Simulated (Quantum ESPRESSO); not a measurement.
# How KF (Carobbiite) absorbs and reflects light, part 3 of 3

Wanted: where KF (Carobbiite) starts to absorb, how strongly, and its refractive index.

Quantum ESPRESSO 7.5; DFT, PBE, plane waves with norm-conserving potentials (PseudoDojo), scalar-relativistic, independent-particle optical response without local fields and without the non-local commutator.

So far. Step 2 (Ground state): There is a gap, 6.20 eV on this mesh (points off the mesh can give less), so no carriers' term is needed.

## 5. Dielectric function

The spectrum is a sum over vertical transitions between filled and empty bands at the fixed density, so many empty bands are needed.

This step: DFT, PBE, plane waves with norm-conserving potentials (PseudoDojo), scalar-relativistic, independent-particle optical response without local fields and without the non-local commutator (Quantum ESPRESSO 7.5).

epsilon.in reads:

```
&inputpp
  prefix = 'x'
  outdir = './tmp'
  calculation = 'eps'
/
&energy_grid
  smeartype = 'gauss'
  intersmear = 0.2
  wmin = 0.0
  wmax = 22
  nw = 500
/
```

The run is started by

```sh
mpirun -n 4 epsilon.x -nk 4 -in epsilon.in
```

What it wrote:

```text
[banner, memory and clock lines left out]

     Broadcasting variables...

     IMPORTANT: XC functional enforced from input :
     Exchange-correlation= PBE
                           (   1   4   3   4   0   0   0)
     Any further DFT definition will be discarded

     G-vector sticks info

     Fermi energy [eV] is:  1.53760
     The system is a dielectric...
     metallic system: redefining wmin =     0.000000

     Performing eps calculation...

     xx,yy,zz plasmon frequences [eV] are:    15.893592540   15.893592490   15.893593528
```

Run time: 2.1 s. Hardware: 4 MPI ranks of Arm Neoverse V1, shared host; peak memory 0.05 GiB; 8.2 s of CPU time.

Numbers from this step:

```
electronic dielectric constant ε∞, mean over x, y and z (by symmetry where fewer were run) : 2.562
main peak of Im epsilon, first axis                                                        : 21.30 eV
```

Some rows of epsi_x.dat:

```text
# energy grid [eV]     epsi_x  epsi_y  epsi_z
#
    0.176352705    0.000353066    0.000353066    0.000353067
    1.234468938    0.002556137    0.002556136    0.002556144
    2.292585170    0.005191599    0.005191598    0.005191612
    3.350701403    0.008927298    0.008927296    0.008927317
    4.408817635    0.015570921    0.015570918    0.015570946
    5.466933868    0.034417467    0.034417464    0.034417500
    6.525050100    0.699679397    0.699679392    0.699679437
    7.583166333    1.211546901    1.211546896    1.211546950
    8.641282565    1.375109152    1.375109146    1.375109210
    9.699398798    1.793370623    1.793370616    1.793370690
   10.757515030    1.425539607    1.425539600    1.425539687
   11.815631263    2.733941053    2.733941045    2.733941145
   12.873747495    1.246339780    1.246339771    1.246339888
   13.931863727    0.961306100    0.961306090    0.961306226
   14.989979960    1.011330510    1.011330499    1.011330658
   16.048096192    0.776140286    0.776140274    0.776140460
   17.106212425    0.677342642    0.677342628    0.677342850
   18.164328657    1.671479964    1.671479950    1.671480215
   19.222444890    3.056974018    3.056974003    3.056974326
   20.280561122    1.325825949    1.325825935    1.325826333
   21.338677355    5.950114038    5.950114026    5.950114531
```

The Im ε, any direction has structure finer than the step of the table below, so its rows give means over 0.5 eV, whole bins alone (the curve runs from 0 to 22 eV). Peaks (eV: height): 10.49: 2.84, 11.82: 2.73, 18.83: 3.93, 21.29: 6.06.

Values under the direct gap are tails of Lorentzian lines. The Im ε, any direction by photon energy; means over each step:

photon energy (eV), Im ε, any direction and a bar:
```
      0.5       0.00 
      1.0       0.00 
      1.5       0.00 
      2.0       0.00 
      2.5       0.01 
      3.0       0.01 
      3.5       0.01 
      4.0       0.01 
      4.5       0.02 
      5.0       0.02 
      5.5       0.04 
      6.0       0.10 #
      6.5       0.49 ###
      7.0       0.85 ######
      7.5       0.92 ######
      8.0       1.07 #######
      8.5       1.43 ##########
      9.0       1.65 ###########
      9.5       1.86 #############
     10.0       2.17 ###############
     10.5       2.26 ###############
     11.0       1.08 #######
     11.5       2.06 ##############
     12.0       2.16 ###############
     12.5       1.15 ########
     13.0       1.16 ########
     13.5       1.40 #########
     14.0       0.94 ######
     14.5       0.44 ###
     15.0       0.79 #####
     15.5       0.67 #####
     16.0       0.83 ######
     16.5       0.52 ####
     17.0       0.64 ####
     17.5       0.63 ####
     18.0       1.45 ##########
     18.5       3.01 ####################
     19.0       3.34 #######################
     19.5       2.75 ###################
     20.0       1.64 ###########
     20.5       1.58 ###########
     21.0       3.92 ###########################
     21.5       4.41 ##############################
```

Table of Re ε, any direction by photon energy:

| photon energy (eV) | Re ε, any direction |
| --- | --- |
| 0 | 2.56 |
| 1 | 2.57 |
| 2 | 2.60 |
| 3 | 2.66 |
| 4 | 2.76 |
| 5 | 2.93 |
| 6 | 3.32 |
| 7 | 3.56 |
| 8 | 2.90 |
| 9 | 3.13 |
| 10 | 2.79 |
| 11 | 1.91 |
| 12 | 1.02 |
| 13 | 1.53 |
| 14 | 1.43 |
| 15 | 2.08 |
| 16 | 2.01 |
| 17 | 2.67 |
| 18 | 3.97 |
| 19 | 1.71 |
| 20 | 1.44 |
| 21 | 4.00 |
| 22 | 0.876 |

Table of refractive index n and extinction k by photon energy:

| photon energy (eV) | n | k |
| --- | --- | --- |
| 0.0 | 1.60 | 0 |
| 0.5 | 1.60 | 3.1e-4 |
| 1.0 | 1.60 | 6.4e-4 |
| 1.5 | 1.61 | 9.8e-4 |
| 2.0 | 1.61 | 0.00136 |
| 2.5 | 1.62 | 0.00179 |
| 3.0 | 1.63 | 0.00230 |
| 3.5 | 1.64 | 0.00292 |
| 4.0 | 1.66 | 0.00374 |
| 4.5 | 1.68 | 0.00488 |
| 5.0 | 1.71 | 0.00668 |
| 5.5 | 1.75 | 0.0102 |
| 6.0 | 1.82 | 0.0233 |
| 6.5 | 1.87 | 0.192 |
| 7.0 | 1.91 | 0.283 |
| 7.5 | 1.93 | 0.233 |
| 8.0 | 1.74 | 0.329 |
| 8.5 | 1.87 | 0.441 |
| 9.0 | 1.84 | 0.500 |
| 9.5 | 1.82 | 0.544 |
| 10.0 | 1.80 | 0.679 |
| 10.5 | 1.60 | 0.883 |
| 11.0 | 1.43 | 0.353 |
| 11.5 | 1.76 | 0.637 |
| 12.0 | 1.31 | 0.836 |
| 12.5 | 1.26 | 0.434 |
| 13.0 | 1.32 | 0.465 |
| 13.5 | 1.36 | 0.581 |
| 14.0 | 1.26 | 0.390 |
| 14.5 | 1.27 | 0.136 |
| 15.0 | 1.48 | 0.344 |
| 15.5 | 1.48 | 0.203 |
| 16.0 | 1.44 | 0.276 |
| 16.5 | 1.48 | 0.176 |
| 17.0 | 1.65 | 0.206 |
| 17.5 | 1.79 | 0.134 |
| 18.0 | 2.03 | 0.380 |
| 18.5 | 2.04 | 0.731 |
| 19.0 | 1.63 | 0.981 |
| 19.5 | 1.51 | 0.983 |
| 20.0 | 1.32 | 0.556 |
| 20.5 | 1.78 | 0.457 |
| 21.0 | 2.20 | 0.907 |
| 21.5 | 1.43 | 1.40 |
| 22.0 | 1.47 | 1.13 |

The reflectivity at normal incidence, any direction has structure finer than the step of the table below, so its rows give means over 1 eV, whole bins alone (the curve runs from 0 to 22 eV). Peaks (eV: height): 10.5: 15.1, 11.9: 14.8, 18.9: 19.9, 21.4: 30.9.

Reflectivity at normal incidence, any direction against photon energy; means over each step:

| photon energy (eV) | reflectivity at normal incidence, any direction (%) |
| --- | --- |
| 1 | 5.38 |
| 2 | 5.52 |
| 3 | 5.77 |
| 4 | 6.18 |
| 5 | 6.91 |
| 6 | 8.65 |
| 7 | 9.51 |
| 8 | 10.2 |
| 9 | 10.8 |
| 10 | 12.0 |
| 11 | 8.43 |
| 12 | 10.8 |
| 13 | 5.78 |
| 14 | 4.07 |
| 15 | 3.91 |
| 16 | 4.74 |
| 17 | 6.24 |
| 18 | 12.7 |
| 19 | 17.2 |
| 20 | 10.1 |
| 21 | 20.4 |

The loss function −Im 1/ε at q → 0, any direction has structure finer than the step of the table below, so its rows give means over 1 eV, whole bins alone (the curve runs from 0 to 22 eV). Peaks (eV: height): 10.7: 0.394, 12.2: 0.509, 13.7: 0.444, 15.1: 0.231, 15.8: 0.197, 19.9: 0.401, 21.6: 0.289.

Values under the direct gap are tails of Lorentzian lines. Table of loss function −Im 1/ε at q → 0, any direction by energy loss; means over each step:

| energy loss (eV) | loss function −Im 1/ε at q → 0, any direction |
| --- | --- |
| 1 | 3.1e-4 |
| 2 | 6.5e-4 |
| 3 | 0.00106 |
| 4 | 0.00165 |
| 5 | 0.00275 |
| 6 | 0.0140 |
| 7 | 0.0611 |
| 8 | 0.0908 |
| 9 | 0.131 |
| 10 | 0.185 |
| 11 | 0.239 |
| 12 | 0.341 |
| 13 | 0.289 |
| 14 | 0.336 |
| 15 | 0.145 |
| 16 | 0.150 |
| 17 | 0.0773 |
| 18 | 0.0843 |
| 19 | 0.211 |
| 20 | 0.284 |
| 21 | 0.141 |

At chosen wavelengths:

| wavelength (nm) | n | k | R (%) | 1/α |
| --- | --- | --- | --- | --- |
| 1550 | 1.60 | 0.001 | 5.4 | 243 µm |
| 800 | 1.61 | 0.001 | 5.4 | 63 µm |
| 450 | 1.63 | 0.002 | 5.7 | 18 µm |
| 405 | 1.63 | 0.002 | 5.8 | 14 µm |
| 365 | 1.64 | 0.003 | 5.9 | 10 µm |
| 308 | 1.66 | 0.004 | 6.2 | 6.5 µm |
| 248 | 1.71 | 0.007 | 6.9 | 3.0 µm |

Below the direct gap, k and the depth come from the tails of the Lorentzian lines, not from transitions.

## 6. What came out

- electronic dielectric constant ε∞, mean over x, y and z (by symmetry where fewer were run) (independent particles): 2.56
- main peak of Im epsilon, first axis: 21.3 eV

In words: At this level (PBE, independent particles) KF has ε∞ = 2.56 and n = 1.60 at 1550 nm, and Im ε peaks at 21.3 eV. Distinct maxima of Im ε, read by a parabola through the highest points, lie at 10.49 eV (2.8), 18.83 eV (3.9), 21.30 eV (6.1) and 21.86 eV (3.6). Excitons and phonon-assisted transitions are missing, and so are local fields; PBE gaps are as a rule too small, which pulls the onset down and ε∞ up. epsilon.x leaves out the commutator of the non-local potential, so its intensities are off, as a rule too high. The sum runs over mesh points, so small or evenly spaced maxima can still be ripples of the mesh.

[Machine, clock, banner and «Message from routine» lines are left out of the logs.]

[Logs are printed without paths, hosts, clocks, repeated set-up lines and the standing remarks that a program may print on its own settings, such as how far it seeks lower states.]

[Hosts, paths, dates, database ids (printed as entryN), source tags and the programs' standing remarks are cut or masked in the printed files.]
